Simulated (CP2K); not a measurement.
Consider methyl acetate at its PBE geometry (Å).

```xyz
11

C     1.8512    0.2589    0.1075
O     0.4833    0.1657    0.5798
C    -0.4375   -0.1196   -0.3890
C    -1.8241   -0.2043    0.1969
O    -0.1417   -0.2802   -1.5611
H     1.9448    1.0601   -0.6364
H     2.4489    0.4808    0.9961
H     2.1639   -0.6890   -0.3478
H    -2.5421   -0.4270   -0.5969
H    -2.0863    0.7428    0.6860
H    -1.8603   -0.9882    0.9649
```

Method: CP2K XAS_TDP, all-electron GAPW, PBEh(45%), aug-cc-pVDZ, TDA, GW2X-corrected core level, no relativity.

**Question.** Predict the bright core excitations at the O K edge.

Leading lines: O2 535.54 eV and O5 532.39 eV. The leading line of an atom is its first one with 35 % of the strongest within 2.5 eV of its lowest line over the strength cut. Core ionisation energies at this level: O2 539.01 and O5 537.71 eV.

The first six lines of each atom with a strength over 0.0015:

| atom | energy (eV) | states | strength, one atom | above the computed threshold |
| --- | --- | --- | --- | --- |
| O2 (bonded to 2 C) | 535.54 | 1 | 0.0167 |  |
|  | 536.95 | 1 | 0.0211 |  |
|  | 537.22 | 1 | 0.0061 |  |
|  | 538.17 | 1 | 0.0039 |  |
|  | 538.43 | 1 | 0.0027 |  |
|  | 538.97 | 1 | 0.0021 |  |
| O5 (bonded to C) | 532.39 | 1 | 0.0402 |  |
|  | 538.40 | 1 | 0.0027 | yes |
|  | 538.88 | 1 | 0.0032 | yes |
|  | 539.84 | 1 | 0.0047 | yes |
|  | 540.16 | 1 | 0.0032 | yes |
|  | 540.36 | 1 | 0.0030 | yes |

Lines are vertical, at one geometry, with no vibrational structure. GW2X ionisation energies and lines can be off by 1 to 2 eV either way, and a good line position may hide errors that cancel. These values hold no scalar relativity, about 0.4 eV for O 1s. Rydberg lines, and the discretised continuum above threshold, depend on the basis and the box.

[Banner, clock and machine lines of the logs are left out without a mark of their own.]

[Logs are printed without paths, hosts, clocks, repeated set-up lines and the standing remarks that a program may print on its own settings, such as how far it seeks lower states.]

[Hosts, paths, dates, database ids (printed as entryN), source tags and the programs' standing remarks are cut or masked in the printed files.]
